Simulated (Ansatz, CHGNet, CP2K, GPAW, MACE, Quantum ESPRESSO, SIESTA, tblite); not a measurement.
## Running Σ5 (001) twist boundary in Ge (77 atoms) with tblite

How do the settings of tblite change the result for Σ5 (001) twist boundary in Ge (77 atoms)? A plane-wave run serves as the yardstick.

Method: the method is named at each step, in tblite 0.8.0.

## (1) The starting structure

The cell holds 77 atoms: 77 Ge. Cell: a = 8.946 Å, b = 8.946 Å, c = 22.565 Å, α = 90.0°, β = 90.0°, γ = 90.0°. It derives from Ge (diamond-structure). Diamond-structure Ge (a = 5.658 Å); two grains turned against each other by 36.87 deg about [001]; 1 x 1 coincidence cells, 2 lattice periods a grain, two boundaries a cell, upper grain shifted by [0.031, 0.71] of the boundary cell and opened by 0.2 Å, one atom of each pair nearer than 2.009 Å removed; minimised with a classical potential (one cell length free). Then every atom was moved at random, 0.02 Å r.m.s. a Cartesian component. Regions: lower grain, 40 atoms (40 Ge); upper grain, 37 atoms (37 Ge). The structure's axis is c.

The yardstick, on the same geometry:

| Quantity | Value |
| --- | --- |
| method | Kohn-Sham DFT, PBE, PAW, plane waves (Ansatz 0.2.0); cutoff 420 eV, Γ point, fermi-dirac smearing of 0.05 eV; PAW set soft_2 |
| r.m.s. force component | 0.4075 eV/Å |
| longest force | 1.737 eV/Å |
| pressure | 5.506 GPa |
| SCF cycles | 11 |
| time | 23 s on 8 threads of Arm Neoverse V2, shared host |
| CPU time | 2.9 min |

## (2) IPEA1-xTB

Method: IPEA1-xTB tight binding, diagonalisation.

The input, run.py:

```python
import numpy as np
from ase.io import read
from tblite.ase import TBLite

atoms = read("structure.xyz")
atoms.calc = TBLite(method="IPEA1-xTB", electronic_temperature=580, accuracy=1.0, max_iterations=250, mixer_damping=0.1, verbosity=1)
energy = atoms.get_potential_energy()
forces = atoms.get_forces()
print(f"energy {energy:.6f} eV")
print("forces (eV/A)")
for i, (a, f) in enumerate(zip(atoms, forces)):
    print(f"{i:4d} {a.symbol:2s} {f[0]:10.5f} {f[1]:10.5f} {f[2]:10.5f}")
stress = -atoms.get_stress(voigt=False) * 160.21766
print("stress (GPa, compression positive)")
for row in stress:
    print(" ".join(f"{x:10.4f}" for x in row))
print("charges (e)")
print(np.array2string(atoms.get_charges(), precision=4, suppress_small=True, max_line_width=110, threshold=100000))
```

The input, structure.xyz:

```xyz
77
Lattice="8.94608 0.00000 0.00000 0.00000 8.94608 0.00000 0.00000 0.00000 22.56460" Properties=species:S:1:pos:R:3 pbc="T T T"
Ge 8.91110 8.80357 0.27754
Ge 1.70602 0.81481 1.67497
Ge 3.40094 1.74386 0.31590
Ge 5.27890 2.59231 1.59103
Ge 7.26806 3.19295 0.24979
Ge 8.86064 4.42473 1.58629
Ge 6.17467 0.87582 3.02727
Ge 7.92605 1.77141 4.43575
Ge 1.75692 5.33839 0.22519
Ge 3.54918 6.28355 1.53755
Ge 5.32417 7.38096 0.10786
Ge 7.05175 8.06981 1.69144
Ge 0.76713 2.64231 2.99951
Ge 2.57602 3.55562 4.33443
Ge 4.39995 4.44262 2.96995
Ge 6.15392 5.34743 4.36399
Ge 7.93034 6.20697 3.00470
Ge 0.78403 7.12940 4.37482
Ge 8.81663 8.91253 5.75668
Ge 1.66719 0.86974 7.18231
Ge 3.45104 1.72096 5.77541
Ge 5.21038 2.62219 7.09070
Ge 6.98939 3.50203 5.76661
Ge 8.78738 4.45005 7.12364
Ge 6.05873 0.90731 8.55559
Ge 7.83703 1.80120 9.97197
Ge 2.57549 7.96792 2.99365
Ge 4.39056 8.90564 4.37573
Ge 1.68151 5.32739 5.74675
Ge 3.44594 6.27970 7.11101
Ge 5.25403 7.14273 5.76458
Ge 7.00084 7.99842 7.20420
Ge 0.71372 2.64849 8.49963
Ge 2.47332 3.73991 9.85306
Ge 4.30423 4.45533 8.37982
Ge 6.05023 5.16019 9.91962
Ge 7.82997 6.19919 8.54905
Ge 0.69135 7.08369 9.94806
Ge 2.56162 8.01095 8.53574
Ge 4.16816 0.06888 10.00650
Ge 5.78373 8.12644 11.57429
Ge 6.70419 1.00903 12.90537
Ge 8.47024 4.58290 12.97307
Ge 8.48670 0.13580 14.31092
Ge 0.40740 1.91545 15.68736
Ge 1.42851 8.22995 12.87017
Ge 2.41687 1.06235 11.49328
Ge 3.23123 2.78357 12.91575
Ge 4.17701 4.58728 11.55375
Ge 4.94155 6.41255 12.95298
Ge 3.13328 7.29275 14.29896
Ge 3.95891 0.13491 15.67901
Ge 4.91256 1.91714 14.30866
Ge 5.77461 3.72255 15.69661
Ge 6.68558 5.50739 14.28204
Ge 7.60891 7.25849 15.70767
[... 17 atom lines left out ...]
Ge 5.69633 3.80575 21.09790
Ge 6.65731 5.56339 19.72281
Ge 7.47347 7.32201 21.26443
Ge 1.16487 3.53764 19.91755
```

Command:

```sh
OMP_NUM_THREADS=1 python run.py > output.txt
```

Log:

```text
------------------------------------------------------------
  cycle        total energy    energy error   density error
------------------------------------------------------------
      1     -176.4166726809  -1.7705434E+02   4.8337006E-01
      2     -176.3478748948   6.8797786E-02   4.3739649E-01
      3     -118.6023362899   5.7745539E+01   3.8892876E-01
      4     -146.0574509039  -2.7455115E+01   2.4975667E-01
      5     -175.0996975983  -2.9042247E+01   8.6711655E-02
      6     -173.0050391061   2.0946585E+00   8.4244302E-02
      7     -175.4471223823  -2.4420833E+00   5.5784201E-02
      8     -176.5819781443  -1.1348558E+00   2.4937853E-02
      9     -176.7250165883  -1.4303844E-01   7.2323505E-03
     10     -176.7469676011  -2.1951013E-02   3.7511080E-03
     11     -176.7474720640  -5.0446291E-04   2.7546630E-03
     12     -176.7476178119  -1.4574784E-04   1.0052756E-03
     13     -176.7476538122  -3.6000337E-05   4.2985984E-04
     14     -176.7476452786   8.5336224E-06   3.9449182E-04
     15     -176.7476531671  -7.8884872E-06   1.6011503E-04
     16     -176.7476633903  -1.0223242E-05   6.3408591E-05
     17     -176.7476639728  -5.8251123E-07   4.6165724E-05
     18     -176.7476640404  -6.7546267E-08   1.8384774E-05
------------------------------------------------------------
 total:                                   6.179 sec
energy -4809.548915 eV
forces (eV/A)
   0 Ge    0.28834   -0.47573   -0.59253
   1 Ge   -0.36507   -0.05643    0.33221
   2 Ge   -0.11554    1.13861   -0.85666
   3 Ge   -0.03754    0.27917   -0.12639
   4 Ge    0.04547   -0.25438   -0.02329
   5 Ge    0.67273    0.68840   -0.37607
   6 Ge   -0.17228    0.48963    0.19588
   7 Ge    0.46200   -0.23383   -0.22067
   8 Ge   -0.42773   -0.34280   -1.23302
   9 Ge    0.29519   -0.17660   -0.72179
  10 Ge   -0.03706   -0.46549   -0.03417
  11 Ge    0.15167   -0.46227   -0.41790
  12 Ge   -0.29343   -0.31297   -0.14487
  13 Ge    0.30611   -0.42317    0.66348
  14 Ge   -0.03643   -0.05015   -0.83435
  15 Ge   -0.35880   -0.11712    1.01832
  16 Ge    0.49173    0.16235   -0.73979
  17 Ge   -0.13649   -0.09190    0.31387
  18 Ge    0.03252   -0.32873    0.19493
  19 Ge   -0.03736   -0.30197   -0.24319
  20 Ge   -0.91367    0.13757   -1.31865
  21 Ge    0.22556    0.17973    1.03081
  22 Ge    0.36770    1.04186   -0.48783
  23 Ge    0.26858    0.13119    0.42814
[...]
69 Ge   -1.37883    1.18850    0.10958
  70 Ge    0.35316   -0.29903    0.94139
  71 Ge   -0.30348   -0.52821   -0.32693
  72 Ge   -0.23987    0.41581    0.39466
  73 Ge   -0.57631    0.62631    0.21348
  74 Ge    0.96619   -0.16216    1.30614
  75 Ge   -0.05700   -0.72209    0.75134
  76 Ge   -0.08578    0.07388    1.10862
stress (GPa, compression positive)
   19.3949    -0.9107     1.1063
   -0.9107    19.5614    -0.6659
    1.1063    -0.6659    12.2295
charges (e)
[ 0.0437 -0.0043 -0.0276  0.0037 -0.0099 -0.0237 -0.0045 -0.0103 -0.0703 -0.0029  0.013   0.0125  0.0156
 -0.0064  0.0127 -0.0062  0.0113 -0.0065  0.0116  0.0084 -0.0056  0.0034 -0.0099  0.0201 -0.025  -0.0309
  0.0273 -0.0196 -0.0078  0.0082 -0.0233  0.0098 -0.0029  0.0521 -0.0096  0.0353  0.0013 -0.0194 -0.0223
 -0.0196 -0.0007 -0.0302 -0.0535 -0.0096 -0.0018  0.0034  0.0231  0.0138  0.0644  0.0191 -0.0003  0.0128
  0.006  -0.0025 -0.0217  0.0207  0.0019 -0.0029  0.0065 -0.0022  0.0202  0.0248 -0.0138  0.0001 -0.0135
 -0.0023  0.0136 -0.0084 -0.0006  0.0043 -0.0444 -0.0185  0.0086 -0.0201  0.0111  0.0595  0.0119]
```

Wall time 6.7 s (1 thread of Arm Neoverse V2, shared host); peak memory 0.16 GiB.

Banners, paths, timers and routine set-up lines are dropped from the logs unmarked, and long logs keep their key lines alone; longer cuts are marked.

Numbers from this run, and their distance from the reference:

| Property | Result |
| --- | --- |
| r.m.s. force component | 0.5271 eV/Å |
| r.m.s. difference of force components | 329.7 meV/Å |
| longest difference of force vectors | 1056 meV/Å |
| force difference over r.m.s. force | 80.92 % |
| slope of forces against the reference's | 1.009 |
| correlation of force components | 0.7802 |
| pressure | 17.06 GPa |
| pressure difference | 11.56 GPa |

Local excerpt of 9 atoms (numbers count through the whole input) about Ge70, which bears the longest force; x, y, z are measured from there.

```
atom      x      y      z  distance (Å)  bonds  Mulliken charge (e)     Fx     Fy  Fz (eV/Å)
Ge70   0.00   0.00   0.00          0.00      4                 0.00  -1.38   1.19       0.11
Ge75   1.76  -0.82   1.30          2.34      4                 0.01   0.97  -0.16       1.31
Ge69  -0.94  -1.77  -1.33          2.40      4                 0.00   0.06  -1.05       0.22
Ge57   0.87   1.78  -1.38          2.42      4                 0.00   0.11   0.21      -0.23
Ge71  -1.78   0.96   1.39          2.45      3                -0.04   0.35  -0.30       0.94
Ge74   0.80  -2.58   2.67          3.80      3                -0.02  -0.58   0.63       0.21
Ge54   0.88  -2.66  -2.73          3.91      4                 0.00  -0.35   0.06      -0.22
Ge64  -2.68  -0.90  -2.73          3.93      4                 0.00  -0.26   0.74      -0.55
Ge56   2.71   0.87  -2.72          3.94      4                 0.02   0.25   0.45      -0.24
```

Atoms are counted from 1 here, from 0 in the log.

Forces lie 81 % from the reference's, at 0.039 times its CPU time (on 1 against 8 cores).

## (3) GFN1-xTB

Method: GFN1-xTB tight binding, diagonalisation.

run.py, as its differences from that of step 2:

```diff
@@ -5,3 +5,3 @@
 atoms = read("structure.xyz")
-atoms.calc = TBLite(method="IPEA1-xTB", electronic_temperature=580, accuracy=1.0, max_iterations=250, mixer_damping=0.1, verbosity=1)
+atoms.calc = TBLite(method="GFN1-xTB", electronic_temperature=580, accuracy=1.0, max_iterations=250, mixer_damping=0.1, verbosity=1)
 energy = atoms.get_potential_energy()
```

structure.xyz is that of step 2.

Log:

```text
------------------------------------------------------------
  cycle        total energy    energy error   density error
------------------------------------------------------------
      1     -122.1943526600  -1.2222807E+02   3.9754855E-01
      2     -128.1998642874  -6.0055116E+00   2.5571136E-01
      3     -101.8355133979   2.6364351E+01   3.0495722E-01
[...]
25     -130.1843969764  -2.9348161E-07   2.6328041E-05
     26     -130.1843969794  -3.0256899E-09   1.7028823E-05
------------------------------------------------------------
 total:                                   7.408 sec
energy -3542.497881 eV
forces (eV/A)
   0 Ge    0.45461   -0.41190   -0.05915
   1 Ge    0.00218   -0.06904    0.35761
   2 Ge   -0.43737    0.99397   -0.48788
[...]
75 Ge    0.11848   -0.66239   -0.14329
  76 Ge    0.13689    0.38504    0.70174
stress (GPa, compression positive)
    5.6929    -0.1191     0.7811
   -0.1191     5.6632    -0.2439
    0.7811    -0.2439     5.7171
charges (e)
[ 0.024   0.0004 -0.1414  0.0455  0.0095 -0.0171 -0.0385 -0.0261 -0.014   0.0471  0.0026 -0.0058  0.02
  0.0101  0.033  -0.0077  0.0144 -0.0121  0.0269  0.0105 -0.024  -0.0128 -0.0159  0.013   0.0038 -0.1076
  0.0219 -0.0091 -0.0155  0.0061 -0.0331  0.0211  0.0457  0.0705 -0.078   0.0626  0.0487 -0.0051 -0.0272
 -0.0094 -0.028  -0.0114 -0.1769  0.0136 -0.0059  0.0315  0.0391  0.01    0.1181  0.0085 -0.0098  0.0062
 -0.0124 -0.006   0.0079  0.0175 -0.0146 -0.0382  0.0115  0.0032  0.0178  0.0406  0.0203 -0.002  -0.0018
  0.0301  0.0013  0.0239  0.0166  0.0351 -0.1289  0.0206  0.0349 -0.1285 -0.0178  0.0897  0.0471]
```

Run time: 7.9 s. Hardware: 1 thread; peak memory 0.16 GiB.

Compared with the plane-wave run:

```
r.m.s. force component                  : 0.3178 eV/Å
r.m.s. difference of force components   : 188.1 meV/Å
longest difference of force vectors     : 1070 meV/Å
force difference over r.m.s. force      : 46.17 %
slope of forces against the reference's : 0.6976
correlation of force components         : 0.8944
pressure                                : 5.691 GPa
pressure difference                     : 0.185 GPa
```

Against the first run (81 %), the force difference from the reference is 46 %, at 1.2 times the CPU time (26 SCF steps against 18).

## (4) The ladder

Differences are against the plane-wave reference, forces as r.m.s. over components; share is that over the reference's r.m.s. force, slope the least-squares factor from reference forces to these. Total energies of different programs have different zeros and aren't compared.

```
             run  Δ force, r.m.s. (meV/Å)  share (%)  slope  Δ pressure (GPa)  cores  CPU time  memory (GiB)
       reference                        -          -      -                 -      8   2.9 min           3.0
tblite IPEA1-xTB                      330       80.9  1.009              11.6      1     6.7 s          0.16
 tblite GFN1-xTB                      188       46.2  0.698             0.185      1     7.9 s          0.16
```

CPU time is summed over cores on a shared host, where runs went side by side, so it is rough. Symmetry, cutoffs, thresholds, outputs and thread counts weren't matched or tuned between programs; memory under MPI is the largest rank's times the ranks.

## (5) What came out

```json
{"nearest in forces": "tblite GFN1-xTB, 46 %", "its CPU time": "7.9 s"}
```

**Reading.** Tight binding differs by 46 % (tblite GFN1-xTB) to 81 % (tblite IPEA1-xTB); it is another model, with fitted parameters of its own, and the xTB methods hold dispersion. IPEA1-xTB was fitted to ionisation energies and electron affinities, not to forces or charges. Of the electronic-structure runs that take under half the reference's CPU time, tblite GFN1-xTB comes nearest, at 46 % in 7.9 s against 2.9 min. Periodic xTB results under one method name differ between programs and library versions. The host structure and its lattice constant were typed by rule, without a check against the phase diagram. The reference's pressure of 5.5 GPa says that the cell would expand at this level of theory. The electronic-structure runs sample only Γ, in a cell whose shortest periodic width is 9 Å, which is coarse for a cell with partly filled levels.

[Also dropped from logs without a mark: logging warnings of Python, and SIESTA's first energy breakdown and zero terms.]

[Logs are printed without paths, hosts, clocks, repeated set-up lines and the standing remarks that a program may print on its own settings, such as how far it seeks lower states.]

[Hosts, paths, dates, database ids (printed as entryN), source tags and the programs' standing remarks are cut or masked in the printed files.]
